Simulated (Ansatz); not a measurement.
**Debugging a many-body input for NaF (Villiaumite)**

What is wrong with this input for NaF (Villiaumite)?

Calculated with Ansatz 0.2.0; G0W0 on PBE, plane waves, PAW; PAW set soft_1.

The database entry behind the starting cell differs from later determinations by our own check (0.1 to 0.3 % short, probably kX units), so it need not match the best structure at ambient conditions.

### 1. Starting point

The structure is cubic, space group Fm-3m (No. 225). Conventional cell: a = 4.620 Å, b = 4.620 Å, c = 4.620 Å, α = 90.00°, β = 90.00°, γ = 90.00°. Nearest to Na lie 6 F at 2.31 Å. Nearest to F lie 6 Na at 2.31 Å. Farther neighbours and most contacts between anions are not listed.

Structure file:

```cif
data_structure
_symmetry_space_group_name_H-M 'Fm-3m'
_symmetry_Int_Tables_number 225
_cell_length_a 4.6200
_cell_length_b 4.6200
_cell_length_c 4.6200
_cell_angle_alpha 90.000
_cell_angle_beta 90.000
_cell_angle_gamma 90.000
_cell_volume 98.61
loop_
_atom_site_label
_atom_site_type_symbol
_atom_site_symmetry_multiplicity
_atom_site_Wyckoff_symbol
_atom_site_fract_x
_atom_site_fract_y
_atom_site_fract_z
_atom_site_occupancy
Na1 Na 4 a 0.00000 0.00000 0.00000 1
F1 F 4 b 0.50000 0.00000 0.00000 1
```

The cell and positions come from the Crystallography Open Database and are kept as given unless a step says otherwise.

### 2. First try

Contents of input.yaml:

```yaml
crystal:
  lattice:
    - [0.0, 2.31, 2.31]
    - [2.31, 0.0, 2.31]
    - [2.31, 2.31, 0.0]
  atoms:
    - { symbol: Na, position: [0.0, 0.0, 0.0] }
    - { symbol: F, position: [0.5, 0.5, 0.5] }
kpoints:
  mp_grid: { grid: [1, 1, 1] }
hamiltonian:
  xc: pbe
  pseudopotentials: { kind: paw, azcp: { folder: soft_1 } }
scf:
  occupations: { method: fixed }
gw:
  n_empty_bands: 40
  ecut_chi: 80
  qp_bands: [v2, c2]
  qp_kpoints: band_edges
  screening: { model: contour_deformation }
```

Run with:

```bash
> ansatz run input.yaml --threads 24 --pin off --max-ram 82944MiB --backend cuda --events-out ev --progress --plain --runs-dir out --devices 1 --max-vram 78GiB
```

Numbers of over 12 decimals in the logs are rounded to 6 here.

The program printed:

```text
GPUs: using 1 of 1 available (devices: 1).
Engine: ansatz 0.2.0, aarch64-unknown-linux-gnu
Pseudopotentials: kind: paw
Pseudopotential: Na, paw, valence charge 9, recommended cutoff 420 eV (normal), soft_1/Na.paw.azcp
Pseudopotential: F, paw, valence charge 7, recommended cutoff 420 eV (normal), soft_1/F.paw.azcp
Functional definition: PBE
  parameter kappa = 0.804
  parameter beta = 0.066725
  exchange = pbe_x(kappa = kappa, mu = beta*pi^2/3)
  correlation = pbe_c(beta = beta)
device memory: the entry about to start is reckoned to put 0.3 GiB on a device that reports 178.6 GiB free (of which the cap on the GPU budget leaves the run 78.0 GiB)
GPU FFT provider: cuFFT
GPU libraries: cuBLAS 13.8.1, cuFFT 12.4.0, cuSOLVER 12.3.2
GPU matrix products: emulated (plane waves: as basis.precision tells), large ones in fixed point in workspaces of 1.00 GiB
Crystal: 2 atoms, lattice volume = 24.653 Å³
Basis set: ecut = 420 eV, 531 PW (Γ)
Bands: 12, of which v1, the nominal top of the filled ones, is band 8 counted from 1 (7 counted from 0)
Symmetry: 48 space group operations
Space group: Fm-3m (ITA 225), of the structure as read, at distance tolerance 2.9e-5 Å
k-points: 1
Non-local potential: Na, projectors of the file, l = 0: 3, l = 1: 2, l = 2: 1
Non-local potential: F, projectors of the file, l = 0: 2, l = 1: 2, l = 2: 1
PAW form: soft (Blöchl's): semilocal exchange-correlation on the pseudo side does not see the compensation charge
PAW one-centre angular grid: Na, 110 points (default); XC on 64 Gauss nodes
PAW one-centre angular grid: F, 110 points (default); XC on 64 Gauss nodes
Initial density: superposition of atomic densities (chi_scale 0.1, normalization cell, long waves kept (reshape's long-wave potential 0.00 eV rms))
Initial wavefunctions: pseudopotential atomic-orbital guess
GPU buffer pool allocated for 13824 grid points (all kernels)
GPU transforms: local potential and band sums: pruned to the plane-wave sphere, on 24×24×24
Functional: x = pbe(κ = 0.804, μ = 0.219515), c = pbe(β = 0.066725)
SCF iter   1: F=—  HF=-2294.287506 eV  |F-HF|=—  |Δ(HF+E_count)|=         —  Δρ=1.34e-1  dr2=2.72e0  ethr=3.10e-3  ⟨swp⟩=5.0  Hψ=73  notcnv=0
preconditioner: auto → none  [insulator: Δε(μ)=3.139 eV  Ē_g=17.540 eV  n_scr=8 (ndim 8)  ℏωp=21.2 eV  f_vac=0.000  ε∞_Penn≈2.5]
SCF iter   2: F=—  HF=-2293.262376 eV  |F-HF|=—  |Δ(HF+E_count)|=    1.03e0  Δρ=3.20e-2  dr2=2.25e-1  ethr=3.10e-3  ⟨swp⟩=3.0  Hψ=36  notcnv=0
SCF iter   3: F=—  HF=-2293.293753 eV  |F-HF|=—  |Δ(HF+E_count)|=   3.14e-2  Δρ=1.25e-2  dr2=2.01e-2  ethr=1.40e-3  ⟨swp⟩=2.0  Hψ=23  notcnv=0
SCF iter   4: F=—  HF=-2293.288116 eV  |F-HF|=—  |Δ(HF+E_count)|=   5.64e-3  Δρ=5.61e-3  dr2=4.52e-3  ethr=1.26e-4  ⟨swp⟩=3.0  Hψ=23  notcnv=0
SCF iter   5: F=—  HF=-2293.286138 eV  |F-HF|=—  |Δ(HF+E_count)|=   1.98e-3  Δρ=2.46e-4  dr2=3.25e-6  ethr=2.83e-5  ⟨swp⟩=2.0  Hψ=20  notcnv=0
SCF iter   6: F=—  HF=-2293.286148 eV  |F-HF|=—  |Δ(HF+E_count)|=   9.49e-6  Δρ=3.93e-5  dr2=9.78e-8  ethr=6.25e-10  ⟨swp⟩=3.0  Hψ=60  notcnv=0
SCF iter   7: F=-2293.286148 eV  HF=-2293.286148 eV  |F-HF|=5.98e-9  |Δ(HF+E_count)|=   5.41e-8  Δρ=6.16e-6  dr2=3.90e-9  ethr=6.11e-10  ⟨swp⟩=3.0  Hψ=40  notcnv=0
SCF 1 converged in 7 iterations: F = -2293.286148 eV  dr2 = 3.90e-9
[...]
device memory: the entry about to start is reckoned to put 0.4 GiB on a device that reports 178.6 GiB free (of which the cap on the GPU budget leaves the run 78.0 GiB)
NSCF: frozen V_eff on 1 k-points
[...]
device memory: the entry about to start is reckoned to put 0.4 GiB on a device that reports 178.6 GiB free (of which the cap on the GPU budget leaves the run 78.0 GiB)
NSCF: frozen V_eff on 1 k-points
G₀W₀ screening: q 1/1
G₀W₀ self-energy: k 1/1
device memory: the entry about to start is reckoned to put 0.3 GiB on a device that reports 182.4 GiB free (of which the cap on the GPU budget leaves the run 78.0 GiB)
NSCF: frozen V_eff on 1 k-points
device memory: the entry about to start is reckoned to put 0.3 GiB on a device that reports 182.4 GiB free (of which the cap on the GPU budget leaves the run 78.0 GiB)
NSCF: frozen V_eff on 1 k-points
device memory: the entry about to start is reckoned to put 0.3 GiB on a device that reports 182.4 GiB free (of which the cap on the GPU budget leaves the run 78.0 GiB)
NSCF: frozen V_eff on 1 k-points
device memory: the entry about to start is reckoned to put 0.3 GiB on a device that reports 182.4 GiB free (of which the cap on the GPU budget leaves the run 78.0 GiB)
NSCF: frozen V_eff on 1 k-points
SCF converged after 7 iterations
Free energy (F): -2293.286148 eV
Harris-Foulkes:  -2293.286148 eV  (|F-HF|=5.98e-9)
Internal energy: -2293.286148 eV  (E = F + TS)
E sigma→0 (E₀):  -2293.286148 eV
Fermi energy:    3.148699 eV
--- Per-component energies (eV) ---
  E_band       = -214.977263
  E_kinetic    = 321.977206
  E_local      = -1866.372766  (includes V_loc(G=0)·N_el)
  E_nonlocal   = 369.017011
  E_hartree    = 641.822804
  E_xc         = -116.152440
  E_vxc        = -149.089380  (∫ρ·V_xc dr)
  E_paw        = -500.741821  (= ΣΔE_a)
  E_vpaw       = -174.158121  (= ΣTr[D̂ρ^β])
  E_aug_tail   = 0.000780  (compensation charges beyond the density's cutoff)
  E_ewald      = -1142.836923
  E_smearing   = -0.000000  (= −TS)
  E_closure    = 0.000000  (closes the sum)
  Σ components = -2293.286148   (vs F -2293.286148, Δ=0.00e0)
--- Band table (eV) ---
  k-point 0: bands = [... 4 lower, -15.9851, 3.1487, 3.1487, 3.1487, 7.7477, 20.2280, 20.2280, 20.2280]
--- G₀W₀: contour deformation, 6 samples at zero and on the imaginary axis and 1 off it, 1 q-point, 40 empty bands' worth ---
  eigenvalues of the whole cell's RPA ε∞ on this k-mesh (on a slab, of 1 + 4πα/V) = 8.3154, 8.3154, 8.3154; static W/v taken at q = 0 is 0.120259
  bands read: the sum over 48 bands ends inside a degenerate multiplet in 1 slot, whose members it reads at an even weight; the widest, k=0: bands 47 to 49 (counted from 1) at 2/3 each
  gw.qp_kpoints: band_edges: 1 of 1 stored k-point solved, in 1 pass; an edge of the gap read off the rows below is read off those points alone
    ik  band        ε_KS         Σx   Σc(E_QP)       V_xc       Z   E_QP_lin       E_QP  E_QP is
     0     7      3.1487   -32.7624     8.5053   -23.2161  0.6954     2.0835     2.1077  root
     0     8      3.1487   -32.7624     8.5053   -23.2161  0.6954     2.0835     2.1077  root
     0     9      7.7477    -5.0220    -6.1882   -10.1583  0.7208     6.7163     6.6958  root
     0    10     20.2280    -1.4090    -6.4343    -6.7777  0.7219    19.1837    19.1624  root
```

Run time: 1.2 s. Hardware: 1 × NVIDIA GB200 (shared by 2 runs) with 24 threads of Arm Neoverse V2, shared host; peak memory 1.1 GiB.

Reading the cycles: dr2 is the Hartree energy of the density residual (eV), the measure of convergence; HF is the Harris–Foulkes estimate of the energy, which meets the free energy F at convergence.

**What went wrong?**

The run ended normally, though the input holds a fault or crude settings.

The fault: G0W0 on a mesh far too coarse. So few points can't sample the density or the screening, and the band edges may lie elsewhere in the zone.

It printed a gap of 4.59 eV, which is an artefact of the settings.

### 3. A better input

Now the one-shot GW correction: screening in the RPA, then the self-energy of the levels asked for. This step takes PAW set soft_1 files.

Changes to input.yaml since step 2:

```diff
@@ -9,3 +9,3 @@
 kpoints:
-  mp_grid: { grid: [1, 1, 1] }
+  mp_grid: { grid: [6, 6, 6] }
 hamiltonian:
@@ -16,4 +16,4 @@
 gw:
-  n_empty_bands: 40
-  ecut_chi: 80
+  n_empty_bands: 73
+  ecut_chi: 120
   qp_bands: [v2, c2]
```

The program printed:

```text
GPUs: using 1 of 1 available (devices: 1).
[...]
Crystal: 2 atoms, lattice volume = 24.653 Å³
Basis set: ecut = 420 eV, 531 PW (Γ)
Bands: 12, of which v1, the nominal top of the filled ones, is band 8 counted from 1 (7 counted from 0)
[... 1 set-up line as in the run before ...]
[...]
k-points: 16 of 216
[...]
SCF iter   1: F=—  HF=-2299.953494 eV  |F-HF|=—  |Δ(HF+E_count)|=         —  Δρ=2.03e-1  dr2=7.17e0  ethr=3.10e-3  ⟨swp⟩=4.2  Hψ=1095  notcnv=0  defer=22
[...]
SCF iter   7: F=-2297.425036 eV  HF=-2297.425036 eV  |F-HF|=4.96e-10  |Δ(HF+E_count)|=   1.05e-5  Δρ=9.82e-6  dr2=1.69e-8  ethr=6.25e-10  ⟨swp⟩=4.6  Hψ=1046  notcnv=0
SCF 1 converged in 7 iterations: F = -2297.425036 eV  dr2 = 1.69e-8
[...]
NSCF: frozen V_eff on 16 k-points, pencils in batches of 32, up to order 48
[...]
1     7      0.9191   -31.3538     5.2468   -23.4810  0.8040    -1.7857    -1.7069  root
     1     8      0.9191   -31.3538     5.2468   -23.4810  0.8040    -1.7857    -1.7069  root
     1     9      8.2802    -7.0267    -2.7293   -11.3228  0.8907     9.8595     9.8470  root
     1    10     17.5562    -2.8028    -3.3794    -7.6641  0.8720    19.0573    19.0382  root
     2     7      0.7905   -31.1062     5.2518   -23.1940  0.8034    -1.9527    -1.8699  root
     2     8      0.7905   -31.1062     5.2518   -23.1940  0.8034    -1.9527    -1.8699  root
     2     9     10.2725    -7.2408    -2.8309   -11.8001  0.8843    12.0190    12.0009  root
[...]
11     7      0.0696   -29.7021     5.1622   -21.7113  0.8036    -2.8627    -2.7590  root ?
[...]
14     7      0.2499   -30.0376     5.1829   -22.0651  0.8036    -2.6379    -2.5397  root
    14     8      0.5682   -30.7069     5.2385   -22.7528  0.8031    -2.2366    -2.1474  root
    14     9     13.4585    -5.7766    -3.0806   -10.5897  0.8779    15.2151    15.1910  root
    14    10     13.9730    -6.9906    -3.0927   -12.0212  0.8682    15.9454    15.9107  root
[key lines of the parts left out:]
SCF converged after 7 iterations
Free energy (F): -2297.425036 eV
Fermi energy:    0.984376 eV
```

Wall time 2.4 s (1 × NVIDIA GB200 (shared by 2 runs) with 24 threads); peak memory 1.1 GiB; 8.1 s of CPU time.

This step gave:

- bands summed: 81
- RPA ε∞ on this mesh (eigenvalues): 1.807, 1.807, 1.807
- plane waves in the screening matrix: 65
- q-points in the mesh: 216
- G0W0 gap on the mesh: 10.42 eV
- k of the valence top: 0, 0, 0
- k of the conduction bottom: 0, 0, 0
- starting gap on the mesh: 6.365 eV
- Z at the valence top: 0.8042
- Z at the conduction bottom: 0.8970
- least direct G0W0 gap on the computed points: 10.42 eV

The gap on the mesh goes from 6.36 eV to 10.42 eV, a correction of +4.06 eV. Between the two edge states, bare exchange in place of the xc potential would open the gap by 12.12 eV, and correlation takes back 8.06 eV.

### 4. Summary of results

| Quantity | Value |
| --- | --- |
| first try | converged after 1.2 s |
| better run | G0W0 gap on the mesh 10.42 eV (6×6×6 mesh, 73 empty bands, screening to 120 eV, PAW set soft_1 files) |

**Reading.** The second run differs in: mesh, empty bands and screening cutoff (eV). Bands and cutoff are finite, so the gap is not at the basis limit. The miss can reach some tenths of an eV and take either sign; the mesh is an error of its own.

[Paths, hosts, dates, memory and timing lines, banners, echoed tables and standing remarks are left out of the program output.]

[Logs are printed without paths, hosts, clocks, repeated set-up lines and the standing remarks that a program may print on its own settings, such as how far it seeks lower states.]

[Runs of the session that timed out or met a known fault of the program may be left out.]

[Cells called generated may have been cut or substituted from an entry of the Crystallography Open Database or the Materials Project.]

[Hosts, paths, dates, database ids (printed as entryN), source tags and the programs' standing remarks are cut or masked in the printed files.]
